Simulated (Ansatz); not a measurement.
## Ca on W(100): change of the work function

How does Ca on the hollow site change the work function of W(100) as the layer fills?

Method: plane-wave DFT, PBE, Ansatz PAW, in Ansatz 0.2.0.

**1. The system as given**

The cell holds 5 atoms: 5 W. Its edges and angles: a = 3.160 Å, b = 3.160 Å, c = 24.320 Å, α = 90.0°, β = 90.0°, γ = 90.0°. Vacuum lies along c.

Structure file:

```cif
data_structure
_symmetry_space_group_name_H-M 'P 1'
_symmetry_Int_Tables_number 1
_cell_length_a 3.1600
_cell_length_b 3.1600
_cell_length_c 24.3200
_cell_angle_alpha 90.000
_cell_angle_beta 90.000
_cell_angle_gamma 90.000
_cell_volume 242.85
loop_
_atom_site_label
_atom_site_type_symbol
_atom_site_fract_x
_atom_site_fract_y
_atom_site_fract_z
_atom_site_occupancy
W1 W 0.00000 0.00000 0.37007 1
W2 W 0.50000 0.50000 0.43503 1
W3 W 0.00000 0.00000 0.50000 1
W4 W 0.50000 0.50000 0.56497 1
W5 W 0.00000 0.00000 0.62993 1
```

**2. The clean slab**

The bare slab comes first, as the zero from which every change is counted. The two lowest layers are held at bulk places and the upper ones relax. The dipole correction removes the false field that a one-sided slab makes across the periodic vacuum, so each face gets a flat vacuum level of its own.

Input file input.yaml:

```yaml
crystal:
  lattice:
    - [3.16, 0.0, 0.0]
    - [0.0, 3.16, 0.0]
    - [0.0, 0.0, 24.32]
  atoms:
    - { symbol: W, position: [0.0, 0.0, 0.3700657895] }
    - { symbol: W, position: [0.5, 0.5, 0.4350328947] }
    - { symbol: W, position: [0.0, 0.0, 0.5] }
    - { symbol: W, position: [0.5, 0.5, 0.5649671053] }
    - { symbol: W, position: [0.0, 0.0, 0.6299342105] }
kpoints:
  mp_grid: { grid: [12, 12, 1] }
hamiltonian:
  xc: pbe
scf:
  occupations: { method: fermi_dirac, width: 0.1 }
  convergence: { dr2_threshold: 1.0e-08 }
efield:
  axis: 3
  dipole_correction: true
  ramp_position: 0.97
  ramp_width: 0.06
relax:
  f_tol: 0.02
  max_steps: 60
  constraints: [{ sites: [0, 1] }]
output:
  write_potential: true
  write_density: true
  volumetric_format: npy
```

Started as:

```console
ansatz run input.yaml --threads 4 --pin off --max-ram 16384MiB --backend cpu --events-out ev --progress --plain --runs-dir out
```

Log:

```text
Engine: ansatz 0.2.0, aarch64-unknown-linux-gnu
Pseudopotentials: kind: paw
Pseudopotential: W, paw, valence charge 14, recommended cutoff 420 eV (normal), W.paw.azcp
Functional definition: PBE
  parameter kappa = 0.804
  parameter beta = 0.066725
  exchange = pbe_x(kappa = kappa, mu = beta*pi^2/3)
  correlation = pbe_c(beta = beta)
Crystal: 5 atoms, lattice volume = 242.850 Å³
Basis set: ecut = 420 eV, 4785 PW (Γ), exchange–correlation on 48×48×360 points (8 copies of the dense FFT grid, shifted against one another)
Bands: 42, of which v1, the nominal top of the filled ones, is band 35 counted from 1 (34 counted from 0)
Symmetry: 8 space group operations
k-points: 28 of 144
Non-local potential: W, projectors of the file, l = 0: 3, l = 1: 2, l = 2: 2, l = 3: 1
PAW form: soft (Blöchl's): semilocal exchange-correlation on the pseudo side does not see the compensation charge
PAW one-centre angular grid: W, 590 points (default); XC on 64 Gauss nodes
Initial density: superposition of atomic densities (neutral atoms: chi_scale 0, normalization atom), corrected by the library's trained network
Initial wavefunctions: pseudopotential atomic-orbital guess
Functional: x = pbe(κ = 0.804, μ = 0.219515), c = pbe(β = 0.066725)
SCF iter   1: F=—  HF=-51918.951096 eV  |F-HF|=—  |Δ(HF+E_count)|=         —  Δρ=5.95e-3  dr2=2.55e-1  ethr=1.77e-3  p=0.000 e·Å  D=6.81e-15 V/Å  ΔV_dip=-0.00 eV  dr2_dipole=1.36e-7  V_vac-E_F(+/−)=4.35/4.35 eV  ⟨swp⟩=8.6  Hψ=5700  notcnv=0
efield: sawtooth ramp at fractional position 0.9700 (set: `efield.ramp_position`, or a place that a band, a saddle search or an elastic batch's reference lends), width 0.0600; the density the first Hamiltonian is built on has a dipole p = 0.000 e·Å; the dipole correction subtracts the counter field D = 6.81e-15 V/Å, which shifts the + side's vacuum level by -0.00 eV against the − side's; the planar-averaged density in the ramp window peaks in size at 1.3e-5 e/Å³
preconditioner: auto → LDOS  [metal: Δε(μ)=0.012 eV  Ē_g=4.218 eV  σ=0.100 eV  W_gap=0.03  n_scr=44 (ndim 8)  ℏωp=13.1 eV  f_vac=0.578  D(μ)=6.08/eV (n_scr^D=36)  β→1.0]
SCF iter   2: F=—  HF=-51918.934199 eV  |F-HF|=—  |Δ(HF+E_count)|=   1.69e-2  Δρ=4.40e-3  dr2=1.09e-1  ethr=3.64e-4  p=0.000 e·Å  D=4.17e-6 V/Å  ΔV_dip=-0.00 eV  dr2_dipole=3.08e-7  V_vac-E_F(+/−)=4.26/4.26 eV  ⟨swp⟩=2.3  Hψ=2028  notcnv=0
SCF iter   3: F=—  HF=-51918.923002 eV  |F-HF|=—  |Δ(HF+E_count)|=   1.12e-2  Δρ=1.09e-3  dr2=7.42e-3  ethr=1.56e-4  p=0.000 e·Å  D=2.29e-6 V/Å  ΔV_dip=-0.00 eV  dr2_dipole=1.82e-8  V_vac-E_F(+/−)=4.26/4.26 eV  ⟨swp⟩=2.0  Hψ=1782  notcnv=0
SCF iter   4: F=—  HF=-51918.923165 eV  |F-HF|=—  |Δ(HF+E_count)|=   1.63e-4  Δρ=3.17e-4  dr2=3.30e-4  ethr=1.06e-5  p=0.000 e·Å  D=1.72e-6 V/Å  ΔV_dip=-0.00 eV  dr2_dipole=1.10e-9  V_vac-E_F(+/−)=4.24/4.24 eV  ⟨swp⟩=2.3  Hψ=1596  notcnv=0
SCF iter   5: F=—  HF=-51918.923261 eV  |F-HF|=—  |Δ(HF+E_count)|=   9.64e-5  Δρ=1.24e-4  dr2=3.15e-5  ethr=4.72e-7  p=0.000 e·Å  D=1.00e-6 V/Å  ΔV_dip=-0.00 eV  dr2_dipole=1.38e-10  V_vac-E_F(+/−)=4.23/4.23 eV  ⟨swp⟩=3.1  Hψ=2006  notcnv=0
SCF iter   6: F=—  HF=-51918.923293 eV  |F-HF|=—  |Δ(HF+E_count)|=   3.16e-5  Δρ=4.17e-5  dr2=4.78e-6  ethr=4.50e-8  p=0.000 e·Å  D=1.96e-7 V/Å  ΔV_dip=-0.00 eV  dr2_dipole=5.97e-16  V_vac-E_F(+/−)=4.23/4.23 eV  ⟨swp⟩=2.6  Hψ=2033  notcnv=0
SCF iter   7: F=—  HF=-51918.923579 eV  |F-HF|=—  |Δ(HF+E_count)|=   2.87e-4  Δρ=1.09e-5  dr2=2.41e-7  ethr=6.83e-9  p=0.000 e·Å  D=5.72e-8 V/Å  ΔV_dip=-0.00 eV  dr2_dipole=9.73e-12  V_vac-E_F(+/−)=4.23/4.23 eV  ⟨swp⟩=3.0  Hψ=2273  notcnv=0
SCF iter   8: F=—  HF=-51918.923580 eV  |F-HF|=—  |Δ(HF+E_count)|=   8.23e-7  Δρ=2.94e-6  dr2=3.54e-8  ethr=3.44e-10  p=-0.000 e·Å  D=-2.19e-9 V/Å  ΔV_dip=0.00 eV  dr2_dipole=1.09e-13  V_vac-E_F(+/−)=4.23/4.23 eV  ⟨swp⟩=3.1  Hψ=2343  notcnv=0
SCF iter   9: F=-51918.923580 eV  HF=-51918.923580 eV  |F-HF|=8.37e-9  |Δ(HF+E_count)|=   5.98e-8  Δρ=8.67e-7  dr2=5.35e-9  ethr=1.43e-11  p=-0.000 e·Å  D=-1.94e-8 V/Å  ΔV_dip=0.00 eV  dr2_dipole=1.47e-12  V_vac-E_F(+/−)=4.23/4.23 eV  ⟨swp⟩=11.4  Hψ=8999  notcnv=0
SCF 1 converged in 9 iterations: F = -51918.923580 eV  dr2 = 5.35e-9
  greatest PAW one-centre occupation: 1.000 electrons in one spin orbital (limit 2), on the W atom at site 0 (counted from 0), in its partial waves of l = 0
relax step   1: F+E_penalty+E_count = -51918.92358024 eV  Δ(F+E_penalty+E_count) = +0.000e0 eV  max|allowed force component| = 1.592e0 eV/Å  Δτ_max = 0.0000 Å  (9 SCF iters, accepted)
Initial density: handed on by an earlier stage of this run
Initial wavefunctions: those handed on with the density
SCF iter   1: F=—  HF=-51918.860680 eV  |F-HF|=—  |Δ(HF+E_count)|=         —  Δρ=1.54e-2  dr2=6.16e0  ethr=3.10e-3  p=-0.000 e·Å  D=-1.58e-7 V/Å  ΔV_dip=0.00 eV  dr2_dipole=1.87e0  V_vac-E_F(+/−)=4.30/4.30 eV  ⟨swp⟩=6.5  Hψ=3751  notcnv=0
efield: sawtooth ramp at fractional position 0.9700 (set: `efield.ramp_position`, or a place that a band, a saddle search or an elastic batch's reference lends), width 0.0600; the density the first Hamiltonian is built on has a dipole p = -0.000 e·Å; the dipole correction subtracts the counter field D = -1.58e-7 V/Å, which shifts the + side's vacuum level by +0.00 eV against the − side's; the planar-averaged density in the ramp window peaks in size at 1.5e-6 e/Å³
preconditioner: auto → LDOS  [metal: Δε(μ)=0.006 eV  Ē_g=4.379 eV  σ=0.100 eV  W_gap=0.01  n_scr=44 (ndim 8)  ℏωp=13.1 eV  f_vac=0.587  D(μ)=5.24/eV (n_scr^D=14)  β→1.0]
SCF iter   2: F=—  HF=-51918.713984 eV  |F-HF|=—  |Δ(HF+E_count)|=   1.47e-1  Δρ=5.16e-3  dr2=4.47e-1  ethr=3.10e-3  p=0.010 e·Å  D=7.11e-3 V/Å  ΔV_dip=-0.17 eV  dr2_dipole=4.53e-2  V_vac-E_F(+/−)=4.02/4.20 eV  ⟨swp⟩=2.5  Hψ=1825  notcnv=0
SCF iter   3: F=—  HF=-51918.691290 eV  |F-HF|=—  |Δ(HF+E_count)|=   2.27e-2  Δρ=2.17e-3  dr2=7.74e-2  ethr=6.38e-4  p=0.001 e·Å  D=9.34e-4 V/Å  ΔV_dip=-0.02 eV  dr2_dipole=4.37e-3  V_vac-E_F(+/−)=4.21/4.23 eV  ⟨swp⟩=2.5  Hψ=1825  notcnv=0
SCF iter   4: F=—  HF=-51918.684666 eV  |F-HF|=—  |Δ(HF+E_count)|=   6.62e-3  Δρ=4.62e-4  dr2=2.96e-3  ethr=1.11e-4  p=0.004 e·Å  D=2.87e-3 V/Å  ΔV_dip=-0.07 eV  dr2_dipole=7.96e-4  V_vac-E_F(+/−)=4.16/4.23 eV  ⟨swp⟩=2.2  Hψ=1741  notcnv=0
SCF iter   5: F=—  HF=-51918.684365 eV  |F-HF|=—  |Δ(HF+E_count)|=   3.01e-4  Δρ=1.49e-4  dr2=1.60e-4  ethr=4.23e-6  p=0.004 e·Å  D=3.15e-3 V/Å  ΔV_dip=-0.08 eV  dr2_dipole=3.00e-6  V_vac-E_F(+/−)=4.15/4.23 eV  ⟨swp⟩=2.4  Hψ=1933  notcnv=0
[...]
SCF iter   5: F=—  HF=-51919.034440 eV  |F-HF|=—  |Δ(HF+E_count)|=   8.59e-5  Δρ=1.12e-4  dr2=5.69e-5  ethr=4.38e-7  p=0.007 e·Å  D=5.15e-3 V/Å  ΔV_dip=-0.13 eV  dr2_dipole=1.35e-6  V_vac-E_F(+/−)=4.13/4.25 eV  ⟨swp⟩=3.0  Hψ=2336  notcnv=0
SCF iter   6: F=—  HF=-51919.034438 eV  |F-HF|=—  |Δ(HF+E_count)|=   2.45e-6  Δρ=3.86e-5  dr2=9.60e-6  ethr=8.13e-8  p=0.007 e·Å  D=5.01e-3 V/Å  ΔV_dip=-0.12 eV  dr2_dipole=2.38e-6  V_vac-E_F(+/−)=4.13/4.25 eV  ⟨swp⟩=2.0  Hψ=1754  notcnv=0
SCF iter   7: F=—  HF=-51919.034732 eV  |F-HF|=—  |Δ(HF+E_count)|=   2.94e-4  Δρ=1.68e-5  dr2=1.14e-6  ethr=1.37e-8  p=0.006 e·Å  D=4.83e-3 V/Å  ΔV_dip=-0.12 eV  dr2_dipole=2.79e-7  V_vac-E_F(+/−)=4.13/4.25 eV  ⟨swp⟩=2.3  Hψ=1674  notcnv=0
SCF iter   8: F=—  HF=-51919.034732 eV  |F-HF|=—  |Δ(HF+E_count)|=   3.20e-7  Δρ=6.21e-6  dr2=1.03e-7  ethr=1.62e-9  p=0.006 e·Å  D=4.79e-3 V/Å  ΔV_dip=-0.12 eV  dr2_dipole=1.66e-10  V_vac-E_F(+/−)=4.13/4.25 eV  ⟨swp⟩=2.5  Hψ=1992  notcnv=0
SCF iter   9: F=—  HF=-51919.034733 eV  |F-HF|=—  |Δ(HF+E_count)|=   1.32e-7  Δρ=2.55e-6  dr2=3.68e-8  ethr=1.43e-11  p=0.006 e·Å  D=4.77e-3 V/Å  ΔV_dip=-0.12 eV  dr2_dipole=6.24e-10  V_vac-E_F(+/−)=4.13/4.25 eV  ⟨swp⟩=12.2  Hψ=9836  notcnv=0
SCF iter  10: F=-51919.034733 eV  HF=-51919.034733 eV  |F-HF|=8.15e-9  |Δ(HF+E_count)|=   8.21e-9  Δρ=7.82e-7  dr2=2.91e-9  ethr=1.43e-11  p=0.006 e·Å  D=4.77e-3 V/Å  ΔV_dip=-0.12 eV  dr2_dipole=2.47e-11  V_vac-E_F(+/−)=4.13/4.25 eV  ⟨swp⟩=9.2  Hψ=8766  notcnv=0
SCF 3 converged in 10 iterations: F = -51919.034733 eV  dr2 = 2.91e-9
relax step   3: F+E_penalty+E_count = -51919.03473260 eV  Δ(F+E_penalty+E_count) = -1.112e-1 eV  max|allowed force component| = 2.016e-1 eV/Å  Δτ_max = 0.0990 Å  (10 SCF iters, accepted)
SCF iter   1: F=—  HF=-51919.036582 eV  |F-HF|=—  |Δ(HF+E_count)|=         —  Δρ=7.31e-4  dr2=7.74e-3  ethr=3.62e-4  p=0.006 e·Å  D=4.77e-3 V/Å  ΔV_dip=-0.12 eV  dr2_dipole=1.41e-3  V_vac-E_F(+/−)=4.13/4.25 eV  ⟨swp⟩=1.9  Hψ=1723  notcnv=0
efield: sawtooth ramp at fractional position 0.9700 (set: `efield.ramp_position`, or a place that a band, a saddle search or an elastic batch's reference lends), width 0.0600; the density the first Hamiltonian is built on has a dipole p = 0.006 e·Å; the dipole correction subtracts the counter field D = 4.77e-3 V/Å, which shifts the + side's vacuum level by -0.12 eV against the − side's; the planar-averaged density in the ramp window peaks in size at 2.1e-6 e/Å³
preconditioner: auto → LDOS  [metal: Δε(μ)=0.017 eV  Ē_g=4.256 eV  σ=0.100 eV  W_gap=0.04  n_scr=44 (ndim 8)  ℏωp=13.1 eV  f_vac=0.581  D(μ)=6.09/eV (n_scr^D=36)  β→1.0]
SCF iter   2: F=—  HF=-51919.036463 eV  |F-HF|=—  |Δ(HF+E_count)|=   1.19e-4  Δρ=4.41e-4  dr2=2.28e-3  ethr=1.11e-5  p=0.006 e·Å  D=4.44e-3 V/Å  ΔV_dip=-0.11 eV  dr2_dipole=2.62e-5  V_vac-E_F(+/−)=4.14/4.25 eV  ⟨swp⟩=2.0  Hψ=1771  notcnv=0
SCF iter   3: F=—  HF=-51919.036284 eV  |F-HF|=—  |Δ(HF+E_count)|=   1.79e-4  Δρ=1.27e-4  dr2=1.73e-4  ethr=3.26e-6  p=0.006 e·Å  D=4.65e-3 V/Å  ΔV_dip=-0.11 eV  dr2_dipole=2.42e-8  V_vac-E_F(+/−)=4.14/4.25 eV  ⟨swp⟩=2.1  Hψ=1634  notcnv=0
SCF iter   4: F=—  HF=-51919.036259 eV  |F-HF|=—  |Δ(HF+E_count)|=   2.49e-5  Δρ=2.81e-5  dr2=2.75e-6  ethr=2.47e-7  p=0.006 e·Å  D=4.59e-3 V/Å  ΔV_dip=-0.11 eV  dr2_dipole=2.07e-8  V_vac-E_F(+/−)=4.14/4.25 eV  ⟨swp⟩=3.1  Hψ=1945  notcnv=0
SCF iter   5: F=—  HF=-51919.036537 eV  |F-HF|=—  |Δ(HF+E_count)|=   2.78e-4  Δρ=1.20e-5  dr2=5.50e-7  ethr=3.93e-9  p=0.006 e·Å  D=4.56e-3 V/Å  ΔV_dip=-0.11 eV  dr2_dipole=7.15e-9  V_vac-E_F(+/−)=4.14/4.25 eV  ⟨swp⟩=2.9  Hψ=2276  notcnv=0
SCF iter   6: F=—  HF=-51919.036538 eV  |F-HF|=—  |Δ(HF+E_count)|=   4.48e-7  Δρ=5.04e-6  dr2=1.34e-7  ethr=7.85e-10  p=0.006 e·Å  D=4.56e-3 V/Å  ΔV_dip=-0.11 eV  dr2_dipole=2.24e-9  V_vac-E_F(+/−)=4.14/4.25 eV  ⟨swp⟩=2.3  Hψ=1805  notcnv=0
SCF iter   7: F=—  HF=-51919.036538 eV  |F-HF|=—  |Δ(HF+E_count)|=   1.56e-7  Δρ=1.69e-6  dr2=1.86e-8  ethr=1.91e-10  p=0.006 e·Å  D=4.56e-3 V/Å  ΔV_dip=-0.11 eV  dr2_dipole=2.72e-10  V_vac-E_F(+/−)=4.14/4.25 eV  ⟨swp⟩=2.4  Hψ=1669  notcnv=0
SCF iter   8: F=-51919.036538 eV  HF=-51919.036538 eV  |F-HF|=9.17e-10  |Δ(HF+E_count)|=   2.06e-8  Δρ=2.85e-7  dr2=4.76e-10  ethr=1.43e-11  p=0.006 e·Å  D=4.56e-3 V/Å  ΔV_dip=-0.11 eV  dr2_dipole=4.89e-11  V_vac-E_F(+/−)=4.14/4.25 eV  ⟨swp⟩=11.2  Hψ=8810  notcnv=0
SCF 4 converged in 8 iterations: F = -51919.036538 eV  dr2 = 4.76e-10
relax step   4: F+E_penalty+E_count = -51919.03653794 eV  Δ(F+E_penalty+E_count) = -1.805e-3 eV  max|allowed force component| = 1.013e-2 eV/Å  Δτ_max = 0.0132 Å  (8 SCF iters, accepted)
NSCF: frozen V_eff on 28 k-points
the band table was solved once a step of the walk had ended and its energy, with any forces and stress, was formed, with the checks that follow a solve (5706 applications of the Hamiltonian). They found nothing against the state; the energy, forces and stress were not computed again (output.eigenvalues in the input reference)
WARN: The output density's exchange-correlation potential varies sharply where the density is thin. Do not read a vacuum level from v_tot or v_xc, or from such a field of the output density. On a cell that repeats whose density bears no net charge and no dipole along the vacuum's axis use v_es (v_loc + v_h of the components); under efield.dipole_correction with no amplitude use v_es + v_field, which holds any externa [...]
SCF converged after 8 iterations
Free energy (F): -51919.036538 eV
Harris-Foulkes:  -51919.036538 eV  (|F-HF|=9.17e-10)
Internal energy: -51918.841452 eV  (E = F + TS)
E sigma→0 (E₀):  -51918.938995 eV
Entropy (-TS):   -0.195086 eV (-39.017 meV/atom)
Fermi energy:    4.625999 eV
Dipole field:    D = 0.004553 V/Å  (p = 0.006111 e·Å, saw-weighted, corrected)
Work function:   Φ+ = 4.1402 eV   Φ− = 4.2509 eV
Levels:          The Fermi level and band energies are counted from a zero that moves with the ramp; work functions are not
--- Per-component energies (eV) ---
  E_band       = -1645.874117
  E_kinetic    = 2239.392053
  E_local      = -86026.431704  (includes V_loc(G=0)·N_el)
  E_nonlocal   = 8.030762
  E_hartree    = 41971.393780
  E_xc         = -1327.462600
  E_vxc        = -1184.410986  (∫ρ·V_xc dr)
  E_paw        = -42812.968297  (= ΣΔE_a)
  E_vpaw       = -625.239658  (= ΣTr[D̂ρ^β])
  E_aug_tail   = -0.000292  (compensation charges beyond the density's cutoff)
  E_efield     = 0.000014  (sawtooth field / dipole correction)
  E_vefield    = 0.001484  (∫n·V_field dr)
  E_ewald      = 34029.204834
  E_smearing   = -0.195086  (= −TS)
  E_closure    = -0.000000  (closes the sum)
  Σ components = -51919.036538   (vs F -51919.036538, Δ=0.00e0)
--- Forces (eV/Å), atoms counted from 1 ---
  atom   1  W      0.00000000    -0.00000000     1.17619827
  atom   2  W     -0.00000000     0.00000000    -1.16365842
  atom   3  W      0.00000000     0.00000000     0.00643896
  atom   4  W     -0.00000000     0.00000000    -0.00883341
  atom   5  W     -0.00000000     0.00000000    -0.01013391
  max |Σ_I F_I| component: 1.15e-5 eV/Å
--- Band table (eV; the first three rows and the last of 28) ---
  k-point 0: bands = [... 31 lower, 3.9668, 3.9668, 4.2629, 4.3964, 4.5526, 4.7209, 4.7256, 4.7256, ... 3 higher]
  k-point 1: bands = [... 31 lower, 3.9951, 4.0760, 4.0848, 4.3099, 4.4402, 4.6657, 5.2346, 5.2855, ... 3 higher]
  k-point 2: bands = [... 31 lower, 3.8308, 3.8974, 3.9275, 4.0569, 4.7980, 5.0730, 5.4757, 5.6383, ... 3 higher]
  k-point 27: bands = [... 31 lower, 3.6812, 3.6812, 6.3929, 6.3929, 6.4506, 6.5904, 7.0051, 7.0051, ... 3 higher]
--- Relaxed structure (4 steps of the walk, 3 accepted, 0 SCFs on fresh bases) ---
  F+E_penalty+E_count = -51919.03653794 eV   max|allowed force component| = 1.013e-2 eV/Å
  atoms:
    - { symbol: W, position: [0.0, 0.0, 0.3700657895] }
    - { symbol: W, position: [0.500000, 0.500000, 0.435033] }
    - { symbol: W, position: [0, 0, 0.499966] }
    - { symbol: W, position: [0.500000, 0.500000, 0.567590] }
    - { symbol: W, position: [-5.274927e-18, 0, 0.626407] }
```

The job ended after 30 s (4 threads of Arm Neoverse V1, shared host; peak memory 0.63 GiB; 1.9 min of CPU time).

The steps of the relaxation:

| step | energy less that of the first step (eV) | largest force component (eV/Å) |
| --- | --- | --- |
| 1 | 0.0000 | 1.5923 |
| 2 | 0.2389 | 2.9711 |
| 3 | -0.1112 | 0.2016 |
| 4 | -0.1130 | 0.0101 |

Relaxation step 2 was tried and not accepted.

The run keeps the 8 symmetry operations that the program found, so distortions that break them were not tested.

The atoms that moved most (Å):

| atom | dx | dy | dz | length |
| --- | --- | --- | --- | --- |
| W5 | 0.000 | 0.000 | -0.086 | 0.086 |
| W4 | 0.000 | 0.000 | 0.064 | 0.064 |

Final coordinates:

```xyz
5
Lattice="3.1600 0.0000 0.0000 0.0000 3.1600 0.0000 0.0000 0.0000 24.3200" Properties=species:S:1:pos:R:3
W     0.0000    0.0000    9.0000
W     1.5800    1.5800   10.5800
W     0.0000    0.0000   12.1592
W     1.5800    1.5800   13.8038
W     0.0000    0.0000   15.2342
```

This step gave:

```
energy at zero smearing        : -51918.9390 eV
work function, upper face      : 4.140 eV
work function, lower face      : 4.251 eV
dipole along the normal        : 0.006111 e·Å
step between the vacuum levels : -0.1107 eV
```

Running mean over 1.58 Å of the planar mean; the ramp of the sawtooth is left out. Table of electron's electrostatic potential energy less the Fermi level by z:

z (Å), electron's electrostatic potential energy less the Fermi level (eV) and a bar from the least value:
```
        3        4.3 ##############################
        4        4.3 ##############################
        5        4.2 ##############################
        6        4.2 ##############################
        7        3.4 #############################
        8       -2.6 ##################
        9      -11.3 ####
       10      -12.4 ##
       11      -12.6 #
       12      -12.6 #
       13      -12.0 ##
       14      -13.4 
       15      -13.0 #
       16       -5.2 ##############
       17        2.8 ###########################
       18        4.0 ##############################
       19        4.1 ##############################
       20        4.1 ##############################
       21        4.1 ##############################
```

The relaxation took 4 steps and lowered the energy by 0.11 eV; the largest force on the free atoms ends at 0.010 eV/Å.

The work function of the upper face is 4.14 eV.

(Part 1 of 4 ends here.)

[Long decimals in the printed logs are rounded to 6 places.]

[Logs are printed without paths, hosts, clocks, repeated set-up lines and the standing remarks that a program may print on its own settings, such as how far it seeks lower states.]

[Hosts, paths, dates, database ids (printed as entryN), source tags and the programs' standing remarks are cut or masked in the printed files.]

[Maps of the electrostatic potential energy from Ansatz leave out the sawtooth potential of an applied field or a dipole correction, so their vacuum need not be flat; planar profiles and work functions include it.]
